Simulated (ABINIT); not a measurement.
# Quasiparticle gap of TlAsF6 (R-3) in ABINIT, part 2 of 3

Wanted: ground state, empty states, screening and self-energy for TlAsF6 (R-3).

ABINIT 10.8.3; PBEsol and many-body steps on it, plane waves. Known limits of the many-body steps: not at the basis limit; no spin-orbit coupling; coarse k mesh.

So far. Step 2 (Ground state): The gap is indirect, with the least direct gap 0.11 eV higher.

**3. Bands along the symmetry lines**

Level of this step: DFT, PBEsol, plane waves, norm-conserving pseudopotentials (ABINIT).

The cheap functional maps the bands first; the places of the edges decide which points the dearer methods must see.

run.abi

```
acell 3*1.0 Angstrom
rprim 
  3.720723898783 2.148160944528 2.482723275713
  -3.720723898783 2.148160944528 2.482723275713
  0.000000000000 -4.296321889101 2.482723275674
ntypat 3
znucl 81 33 9
natom 8
typat 1 2 3 3 3 3 3 3
xred 
  0.000000000000 0.000000000000 0.000000000000
  0.500000000000 0.500000000000 0.500000000000
  0.698048100000 0.789498230000 0.423038160000
  0.789498230000 0.423038160000 0.698048100000
  0.210501770000 0.576961840000 0.301951900000
  0.423038160000 0.698048100000 0.789498230000
  0.576961840000 0.301951900000 0.210501770000
  0.301951900000 0.210501770000 0.576961840000
pp_dirpath "pseudos"
pseudos "Tl.upf, As.upf, F.upf"
ecut 44
iscf -2
irdden 1
kptopt 0
nkpt 22
kpt 
  0.00000000 0.00000000 0.00000000
  0.12500000 0.00000000 0.00000000
  0.25000000 0.00000000 0.00000000
  0.37500000 0.00000000 0.00000000
  0.50000000 -0.00000000 0.00000000
  0.50000000 -0.12500000 0.12500000
  0.50000000 -0.25000000 0.25000000
  0.50000000 -0.37500000 0.37500000
  0.50000000 -0.50000000 0.50000000
  0.47232264 -0.52767736 0.47232264
  0.44464528 -0.55535472 0.44464528
  0.41696791 -0.58303209 0.41696791
  0.38929055 -0.61070945 0.38929055
  0.38929055 0.38929055 0.38929055
  0.29196791 0.29196791 0.29196791
  0.19464528 0.19464528 0.19464528
  0.09732264 0.09732264 0.09732264
  0.00000000 0.00000000 0.00000000
  0.12500000 -0.12500000 0.00000000
  0.25000000 -0.25000000 0.00000000
  0.37500000 -0.37500000 0.00000000
  0.50000000 -0.50000000 0.00000000
istwfk *1
nband 50
nbdbuf 2
tolwfr 1e-08
nstep 40
prtwf 0
prtvol 0
indata_prefix "in"
outdata_prefix "out"
tmpdata_prefix "tmp"
```

Run with:

```
$ OMP_NUM_THREADS=1 mpirun -n 8 abinit run.abi > log
```

Numbers of over 12 decimals in the logs are rounded to 6 here.

The program printed:

```text
.Version 10.8.3 of ABINIT. v10.8.2 released Aug 2026.

 Symmetries : space group R-3 (#148); Bravais hR (rhombohedral)
[... echo of the input left out ...]
== DATASET  1 ==================================================================
-   mpi_nproc: 8, omp_nthreads: 1 (-1 if OMP is not activated)

--- !DatasetInfo
iteration_state: {dtset: 1, }
dimensions: {natom: 8, nkpt: 22, mband: 50, nsppol: 1, nspinor: 1, nspden: 1, mpw: 11262, }
cutoff_energies: {ecut:  44.0, pawecutdg:  -1.0, }
electrons: {nelect:   8.60000000E+01, charge:   0.00000000E+00, occopt:   1.00000000E+00, tsmear:   1.00000000E-02, }

 Real(R)+Recip(G) space primitive vectors, cartesian coordinates (Bohr,Bohr^-1):
 R(1)=  7.0311492  4.0594359  4.6916670  G(1)=  0.0711121  0.0410566  0.0710480
 R(2)= -7.0311492  4.0594359  4.6916670  G(2)= -0.0711121  0.0410566  0.0710480
 R(3)=  0.0000000 -8.1188717  4.6916670  G(3)=  0.0000000 -0.0821132  0.0710480
 Unit cell volume ucvol=  8.0347141E+02 bohr^3
 Angles (23,13,12)=  9.71514135E+01  9.71514135E+01  9.71514135E+01 degrees

 getcut: wavevector=  0.0000  0.0000  0.0000  ngfft=  60  60  60
         ecut(hartree)=     44.000   => boxcut(ratio)=   2.14307

--- Pseudopotential description ------------------------------------------------
- Tl Generated using ONCVPSP code by D. R. Hamann
- 81.00000  21.00000  180301                  znucl, zion, pspdat
12 -116133 2 -1 2008                          pspcod,pspxc,lmax,lloc,mmax
     nproj     2     2     2
  pspatm : epsatm=   25.94155489
         --- l  ekb(1:nproj) -->
             0   16.578515    1.971474
             1    7.687221    1.303279
             2    3.866537    0.545680
 pspatm: atomic psp has been read  and splines computed

- As Generated using ONCVPSP code by D. R. Hamann
- 33.00000  23.00000  180301                  znucl, zion, pspdat
12 -116133 2 -1 1342                          pspcod,pspxc,lmax,lloc,mmax
     nproj     2     2     2
  pspatm : epsatm=   24.49033745
         --- l  ekb(1:nproj) -->
[...]
pspatm: atomic psp has been read  and splines computed

- F Generated using ONCVPSP code by D. R. Hamann
-  9.00000   7.00000  180301                  znucl, zion, pspdat
12 -116133 2 -1 832                           pspcod,pspxc,lmax,lloc,mmax
     nproj     2     2     1
  pspatm : epsatm=    4.89824381
         --- l  ekb(1:nproj) -->
[...]
2   -2.394754
 pspatm: atomic psp has been read  and splines computed

--------------------------------------------------------------------------------

================================================================================
 prteigrs : about to open file out_EIG
 Non-SCF case, kpt    1 (  0.00000  0.00000  0.00000), residuals and eigenvalues=
  7.62E-09  3.51E-09  3.67E-09  5.51E-09  2.86E-09  8.73E-09  3.43E-09  8.31E-09
[...]
-5.0392E-02 -4.7186E-02 -4.2371E-02 -3.2331E-02 -2.2587E-02 -2.0430E-02
  1.5545E-02  2.1715E-01  2.6608E-01  2.7686E-01  3.1554E-01  4.2754E-01
[...]
--- !ResultsGS
iteration_state: {dtset: 1, }
comment   : Summary of ground state results
lattice_vectors:
- [  7.0311492,   4.0594359,   4.6916670, ]
- [ -7.0311492,   4.0594359,   4.6916670, ]
- [  0.0000000,  -8.1188717,   4.6916670, ]
lattice_lengths: [   9.37698,    9.37698,    9.37698, ]
lattice_angles: [ 97.151,  97.151,  97.151, ] # degrees, (23, 13, 12)
lattice_volume:   8.0347141E+02
convergence: {deltae:  0.000E+00, res2:  0.000E+00, residm:  9.967E-09, diffor:  0.000E+00, }
etotal    :  -6.44018415E+02
entropy   :   0.00000000E+00
fermie    :   1.86356113E-02
cartesian_stress_tensor: null
pressure_GPa: null
xred      :
- [  0.0000E+00,   0.0000E+00,   0.0000E+00, Tl]
- [  5.0000E-01,   5.0000E-01,   5.0000E-01, As]
- [  6.9805E-01,   7.8950E-01,   4.2304E-01,  F]
- [  7.8950E-01,   4.2304E-01,   6.9805E-01,  F]
- [  2.1050E-01,   5.7696E-01,   3.0195E-01,  F]
- [  4.2304E-01,   6.9805E-01,   7.8950E-01,  F]
- [  5.7696E-01,   3.0195E-01,   2.1050E-01,  F]
- [  3.0195E-01,   2.1050E-01,   5.7696E-01,  F]
cartesian_forces: null
force_length_stats: {min: null, max: null, mean: null, }

 Integrated electronic density in atomic spheres:
 ------------------------------------------------
 Atom  Sphere_radius  Integrated_density
[...]
================================================================================

 ----iterations are completed or convergence reached----

 Mean square residual over all n,k,spin=   47.435E-10; max=  99.667E-10
 reduced coordinates (array xred) for    8 atoms
[...]
0.576961840000      0.301951900000      0.210501770000
       0.301951900000      0.210501770000      0.576961840000

 cartesian coordinates (angstrom) at end:
    1      0.000000     0.000000     0.000000
    2      0.000000    -2.25e-11     3.724085
    3     -0.340261     1.377981     4.743453
[...]
7      1.023236     0.983665     2.704717
    8      0.340261    -1.377981     2.704717
 length scales=  1.889726125908  1.889726125908  1.889726125908 bohr
              =  1.000000000000  1.000000000000  1.000000000000 angstroms
 prteigrs : about to open file out_EIG
 Eigenvalues (hartree) for nkpt=  22  k points:
 kpt#   1, nband= 50, wtk=  1.00000, kpt=  0.0000  0.0000  0.0000 (reduced coord)
[...]
kpt#   2, nband= 50, wtk=  1.00000, kpt=  0.1250  0.0000  0.0000 (reduced coord)
[...]
kpt#   3, nband= 50, wtk=  1.00000, kpt=  0.2500  0.0000  0.0000 (reduced coord)
[...]
kpt#  21, nband= 50, wtk=  1.00000, kpt=  0.3750 -0.3750  0.0000 (reduced coord)
[...]
0.43258    0.44690
 kpt#  22, nband= 50, wtk=  1.00000, kpt=  0.5000 -0.5000  0.0000 (reduced coord)
[...]
-0.07933   -0.07498   -0.07133   -0.05778   -0.05039   -0.04719   -0.04237   -0.03233
  -0.02259   -0.02043    0.01554    0.21715    0.26608    0.27686    0.31554    0.42754
   0.44224    0.45264

== END DATASET(S) ==============================================================
================================================================================

 -outvars: echo values of variables after computation  --------
            nband          50
             nkpt          22
          spgroup         148
 [... the other variables as echoed above ...]

 Calculation completed.
```

Elapsed: 2.6 min, on 8 MPI ranks of Arm Neoverse N1, shared host; peak memory 0.85 GiB; 20 min of CPU time.

This step gave:

* gap: 4.665 eV
* k of the valence top: 0.5, -0.25, 0.25
* k of the conduction bottom: 0.5, 0, 0
* least direct gap: 4.777 eV

The gap is 4.665 eV, as in the run before at this level.

The electronic bands at the labelled points (eV, zero at the top of the highest filled band):

| point | band 40 | band 41 | band 42 | band 43 | band 44 | band 45 | band 46 | band 47 |
| --- | --- | --- | --- | --- | --- | --- | --- | --- |
| Γ | -1.53 | -1.29 | -1.29 | -0.78 | 5.37 | 7.44 | 7.99 | 7.99 |
| halfway | -1.34 | -1.21 | -1.13 | -0.47 | 5.02 | 7.34 | 7.97 | 8.12 |
| L | -1.39 | -1.15 | -1.07 | -0.11 | 4.67 | 7.22 | 8.07 | 8.30 |
| halfway | -1.29 | -1.15 | -1.11 | 0.00 | 5.09 | 7.20 | 7.40 | 7.62 |
| T | -1.25 | -1.11 | -1.11 | -0.15 | 5.31 | 7.15 | 7.15 | 7.74 |
| halfway | -1.23 | -1.11 | -1.11 | -0.17 | 5.33 | 7.15 | 7.15 | 7.68 |
| P0 | -1.20 | -1.11 | -1.11 | -0.24 | 5.40 | 7.15 | 7.15 | 7.53 |
| jump to P2 | -1.20 | -1.11 | -1.11 | -0.24 | 5.40 | 7.15 | 7.15 | 7.53 |
| halfway | -1.22 | -1.22 | -1.17 | -0.26 | 5.31 | 7.22 | 7.50 | 7.50 |
| Γ | -1.53 | -1.29 | -1.29 | -0.78 | 5.37 | 7.44 | 7.99 | 7.99 |
| halfway | -1.30 | -1.19 | -1.10 | -0.36 | 4.96 | 7.29 | 7.82 | 8.11 |
| F | -1.39 | -1.12 | -1.06 | -0.08 | 5.40 | 6.73 | 7.03 | 8.08 |

**4. Empty states on the mesh, 2×2×2 mesh, 167 bands**

The sums over transitions need many empty states on a uniform mesh; this step solves for them.

run.abi

```
acell 3*1.0 Angstrom
rprim 
  3.720723898783 2.148160944528 2.482723275713
  -3.720723898783 2.148160944528 2.482723275713
  0.000000000000 -4.296321889101 2.482723275674
ntypat 3
znucl 81 33 9
natom 8
typat 1 2 3 3 3 3 3 3
xred 
  0.000000000000 0.000000000000 0.000000000000
  0.500000000000 0.500000000000 0.500000000000
  0.698048100000 0.789498230000 0.423038160000
  0.789498230000 0.423038160000 0.698048100000
  0.210501770000 0.576961840000 0.301951900000
  0.423038160000 0.698048100000 0.789498230000
  0.576961840000 0.301951900000 0.210501770000
  0.301951900000 0.210501770000 0.576961840000
pp_dirpath "pseudos"
pseudos "Tl.upf, As.upf, F.upf"
ecut 44
ngkpt 2 2 2
nshiftk 1
shiftk 0 0 0
kptopt 1
chksymbreak 0
iscf -2
irdden 1
istwfk *1
nband 167
nbdbuf 14
tolwfr 1e-09
nstep 60
prtvol 0
indata_prefix "in"
outdata_prefix "out"
tmpdata_prefix "tmp"
```

Run with:

```
$ OMP_NUM_THREADS=2 mpirun -n 4 abinit run.abi > log
```

The program printed:

```text
.Version 10.8.3 of ABINIT. v10.8.2 released Aug 2026.

 Symmetries : space group R-3 (#148); Bravais hR (rhombohedral)
[... echo of the input left out ...]
== DATASET  1 ==================================================================
-   mpi_nproc: 4, omp_nthreads: 2 (-1 if OMP is not activated)

--- !DatasetInfo
iteration_state: {dtset: 1, }
dimensions: {natom: 8, nkpt: 4, mband: 167, nsppol: 1, nspinor: 1, nspden: 1, mpw: 11210, }
cutoff_energies: {ecut:  44.0, pawecutdg:  -1.0, }
electrons: {nelect:   8.60000000E+01, charge:   0.00000000E+00, occopt:   1.00000000E+00, tsmear:   1.00000000E-02, }

 Real(R)+Recip(G) space primitive vectors, cartesian coordinates (Bohr,Bohr^-1):
 R(1)=  7.0311492  4.0594359  4.6916670  G(1)=  0.0711121  0.0410566  0.0710480
 R(2)= -7.0311492  4.0594359  4.6916670  G(2)= -0.0711121  0.0410566  0.0710480
 R(3)=  0.0000000 -8.1188717  4.6916670  G(3)=  0.0000000 -0.0821132  0.0710480
 Unit cell volume ucvol=  8.0347141E+02 bohr^3
 Angles (23,13,12)=  9.71514135E+01  9.71514135E+01  9.71514135E+01 degrees

 getcut: wavevector=  0.0000  0.0000  0.0000  ngfft=  60  60  60
         ecut(hartree)=     44.000   => boxcut(ratio)=   2.14307

--- Pseudopotential description ------------------------------------------------
- Tl Generated using ONCVPSP code by D. R. Hamann
- 81.00000  21.00000  180301                  znucl, zion, pspdat
12 -116133 2 -1 2008                          pspcod,pspxc,lmax,lloc,mmax
     nproj     2     2     2
  pspatm : epsatm=   25.94155489
         --- l  ekb(1:nproj) -->
             0   16.578515    1.971474
             1    7.687221    1.303279
             2    3.866537    0.545680
 pspatm: atomic psp has been read  and splines computed

- As Generated using ONCVPSP code by D. R. Hamann
- 33.00000  23.00000  180301                  znucl, zion, pspdat
12 -116133 2 -1 1342                          pspcod,pspxc,lmax,lloc,mmax
     nproj     2     2     2
  pspatm : epsatm=   24.49033745
         --- l  ekb(1:nproj) -->
[...]
pspatm: atomic psp has been read  and splines computed

- F Generated using ONCVPSP code by D. R. Hamann
-  9.00000   7.00000  180301                  znucl, zion, pspdat
12 -116133 2 -1 832                           pspcod,pspxc,lmax,lloc,mmax
     nproj     2     2     1
  pspatm : epsatm=    4.89824381
         --- l  ekb(1:nproj) -->
[...]
2   -2.394754
 pspatm: atomic psp has been read  and splines computed

--------------------------------------------------------------------------------

================================================================================
 prteigrs : about to open file out_EIG
 Non-SCF case, kpt    1 (  0.00000  0.00000  0.00000), residuals and eigenvalues=
  4.36E-10  1.66E-10  1.86E-10  1.42E-10  3.10E-10  3.23E-10  3.29E-10  4.17E-10
[...]
-6.7936E+00 -4.7167E+00 -4.7167E+00 -4.7167E+00 -4.5026E+00 -2.4837E+00
 -2.4834E+00 -2.4834E+00 -1.3099E+00 -1.3099E+00 -1.3047E+00 -1.3045E+00
 -1.3045E+00 -8.3662E-01 -7.7569E-01 -7.7444E-01 -7.7444E-01 -7.4475E-01
[...]
2.0020E+00  2.0077E+00  2.0077E+00  2.0411E+00  2.0411E+00  2.0436E+00
  2.0472E+00  2.0795E+00  2.0795E+00  2.0820E+00  2.0827E+00  2.0840E+00
  2.0840E+00  2.1138E+00  2.1169E+00  2.1200E+00  2.1203E+00
 prteigrs : prtvol=0 or 1, do not print more k-points.

--- !ResultsGS
iteration_state: {dtset: 1, }
comment   : Summary of ground state results
lattice_vectors:
- [  7.0311492,   4.0594359,   4.6916670, ]
- [ -7.0311492,   4.0594359,   4.6916670, ]
- [  0.0000000,  -8.1188717,   4.6916670, ]
lattice_lengths: [   9.37698,    9.37698,    9.37698, ]
lattice_angles: [ 97.151,  97.151,  97.151, ] # degrees, (23, 13, 12)
lattice_volume:   8.0347141E+02
convergence: {deltae:  0.000E+00, res2:  0.000E+00, residm:  9.915E-10, diffor:  0.000E+00, }
etotal    :  -6.44018415E+02
entropy   :   0.00000000E+00
fermie    :   1.86356113E-02
cartesian_stress_tensor: null
pressure_GPa: null
xred      :
- [  0.0000E+00,   0.0000E+00,   0.0000E+00, Tl]
- [  5.0000E-01,   5.0000E-01,   5.0000E-01, As]
- [  6.9805E-01,   7.8950E-01,   4.2304E-01,  F]
- [  7.8950E-01,   4.2304E-01,   6.9805E-01,  F]
- [  2.1050E-01,   5.7696E-01,   3.0195E-01,  F]
- [  4.2304E-01,   6.9805E-01,   7.8950E-01,  F]
- [  5.7696E-01,   3.0195E-01,   2.1050E-01,  F]
- [  3.0195E-01,   2.1050E-01,   5.7696E-01,  F]
cartesian_forces: null
force_length_stats: {min: null, max: null, mean: null, }

 Integrated electronic density in atomic spheres:
 ------------------------------------------------
 Atom  Sphere_radius  Integrated_density
[...]
================================================================================

 ----iterations are completed or convergence reached----

 Mean square residual over all n,k,spin=   46.319E-11; max=  99.150E-11
 reduced coordinates (array xred) for    8 atoms
[...]
0.576961840000      0.301951900000      0.210501770000
       0.301951900000      0.210501770000      0.576961840000

 cartesian coordinates (angstrom) at end:
    1      0.000000     0.000000     0.000000
    2      0.000000    -2.25e-11     3.724085
    3     -0.340261     1.377981     4.743453
[...]
7      1.023236     0.983665     2.704717
    8      0.340261    -1.377981     2.704717
 length scales=  1.889726125908  1.889726125908  1.889726125908 bohr
              =  1.000000000000  1.000000000000  1.000000000000 angstroms
 prteigrs : about to open file out_EIG
 Eigenvalues (hartree) for nkpt=   4  k points:
 kpt#   1, nband=167, wtk=  0.12500, kpt=  0.0000  0.0000  0.0000 (reduced coord)
[...]
1.95208    1.95208    1.96028    1.97599    1.97599    1.98724    2.00198    2.00774
   2.00774    2.04109    2.04109    2.04358    2.04723    2.07952    2.07952    2.08201
   2.08275    2.08397    2.08397    2.11380    2.11693    2.12003    2.12033
 prteigrs : prtvol=0 or 1, do not print more k-points.

== END DATASET(S) ==============================================================
================================================================================

 -outvars: echo values of variables after computation  --------
            nband         167
             nkpt           4
          spgroup         148
 [... the other variables as echoed above ...]

 Calculation completed.
```

Elapsed: 2.8 min, on 4 MPI ranks; peak memory 0.54 GiB.

This step gave:

```
gap                                                           : 4.749 eV
k of the valence top                                          : 0.5, 0.5, 0
k of the conduction bottom                                    : 0.5, 0, 0
least direct gap                                              : 4.777 eV
k points computed                                             : 4
lowest point of the top converged band, above the valence top : 53.6432 eV
```

On this mesh the gap is 4.749 eV. The earlier step found 4.665 eV, so this mesh misses an edge.

**5. Screening, 2×2×2 mesh, 153 bands, screening to 130.6 eV**

The RPA dielectric matrix is built and inverted for each q.

This step: RPA screening on PBEsol, plane waves, norm-conserving pseudopotentials.

run.abi, as its differences from that of step 4:

```diff
@@ -26,10 +26,11 @@
 chksymbreak 0
-iscf -2
-irdden 1
 istwfk *1
-nband 167
-nbdbuf 14
-tolwfr 1e-09
-nstep 60
-prtvol 0
+occopt 1
+irdwfk 1
+optdriver 3
+nband 153
+ecuteps 4.8
+inclvkb 2
+awtr 1
+symchi 1
 indata_prefix "in"
```

Run with:

```
$ OMP_NUM_THREADS=1 mpirun -n 8 abinit run.abi > log
```

The program printed:

```text
.Version 10.8.3 of ABINIT. v10.8.2 released Aug 2026.

 Symmetries : space group R-3 (#148); Bravais hR (rhombohedral)
[... echo of the input left out ...]
== DATASET  1 ==================================================================
-   mpi_nproc: 8, omp_nthreads: 1 (-1 if OMP is not activated)

--- !DatasetInfo
iteration_state: {dtset: 1, }
dimensions: {natom: 8, nkpt: 4, mband: 153, nsppol: 1, nspinor: 1, nspden: 1, mpw: 11210, }
cutoff_energies: {ecut:  44.0, pawecutdg:  -1.0, }
electrons: {nelect:   8.60000000E+01, charge:   0.00000000E+00, occopt:   1.00000000E+00, tsmear:   1.00000000E-02, }

 SCREENING: Calculation of the susceptibility and dielectric matrices

 Based on a program developped by R.W. Godby, V. Olevano, G. Onida, and L. Reining.
 Incorporated in ABINIT by V. Olevano, G.-M. Rignanese, and M. Torrent.
.Using double precision arithmetic ; gwpc =  8

[... cell and pseudopotentials left out ...]
--------------------------------------------------------------------------------

 ==== K-mesh for the wavefunctions ====
 Number of points in the irreducible wedge :     4
[... list of points left out ...]
 Together with  6 symmetry operations and time-reversal symmetry
 yields     8 points in the full Brillouin Zone.

 ==== Q-mesh for the screening function ====
 Number of points in the irreducible wedge :     4
[... list of points left out ...]
 Together with  6 symmetry operations and time-reversal symmetry
 yields     8 points in the full Brillouin Zone.

 setmesh: FFT mesh size selected  =    40x   40x   40
          total number of points  =        64000

 vcoul_init : cutoff-mode = AUXILIARY_FUNCTION
 q-points for optical limit:   1
     1)      0.000010    0.000020    0.000030

- screening: taking advantage of time-reversal symmetry
- Maximum band index for partially occupied states nbvw = 43
- Remaining bands to be divided among processors   nbcw = 110
- Number of bands treated by each node ~13

 Number of electrons calculated from density =   86.0000; Expected =   86.0000
 average of density, n =  0.107036
 r_s =    1.3066
 omega_plasma =   31.5587 [eV]

 calculating chi0 at frequencies [eV] :
  1    0.000000E+00    0.000000E+00
  2    0.000000E+00    3.155874E+01

--------------------------------------------------------------------------------
  q-point number  1        q = ( 0.000000, 0.000000, 0.000000) [r.l.u.]
--------------------------------------------------------------------------------
[... chi0 elements left out ...]
 For q-point:  0.000010 0.000020 0.000030
  dielectric constant =   2.4581
  dielectric constant without local fields =   2.8702

  Average fulfillment of the sum rule on Im[epsilon] for q-point    1 :     40.37  [%]
[... wings left out ...]
  q-point number  2        q = ( 0.500000, 0.000000, 0.000000) [r.l.u.]
--------------------------------------------------------------------------------
[... chi0 elements left out ...]
  Average fulfillment of the sum rule on Im[epsilon] for q-point    2 :     45.89  [%]

 [... 2 further q-points ...]
```

It took 3 min on 8 MPI ranks; peak memory 3.4 GiB.

This step gave:

```yaml
eps_infinity_with_local_fields_on_this_mesh_along_the_program_s_q_direction: 2.458
the_same_without_local_fields: 2.870
plasma_frequency: 31.56 eV
plane_waves_in_the_screening_matrix: 407
```

Local fields lower ε∞ by 14 %. On a Γ-centred mesh this coarse the value itself is usually too large, while a short band sum pulls it down.

(Continued in part 3 of 3.)

[Paths, hosts, dates, memory and timing lines, banners, echoed tables and standing remarks are left out of the program output.]

[Logs are printed without paths, hosts, clocks, repeated set-up lines and the standing remarks that a program may print on its own settings, such as how far it seeks lower states.]

[Runs of the session that timed out or met a known fault of the program may be left out.]

[Hosts, paths, dates, database ids (printed as entryN), source tags and the programs' standing remarks are cut or masked in the printed files.]

[G0W0 gaps are taken among the corrected bands and points alone; a level outside them can change the order at an edge.]

[Where Ansatz stands beside ABINIT at settings called matched, ABINIT's density can come from a denser mesh and the files from another edition; pairs whose starting gaps differed by over 0.03 eV were left out, so agreement reads better than it is.]
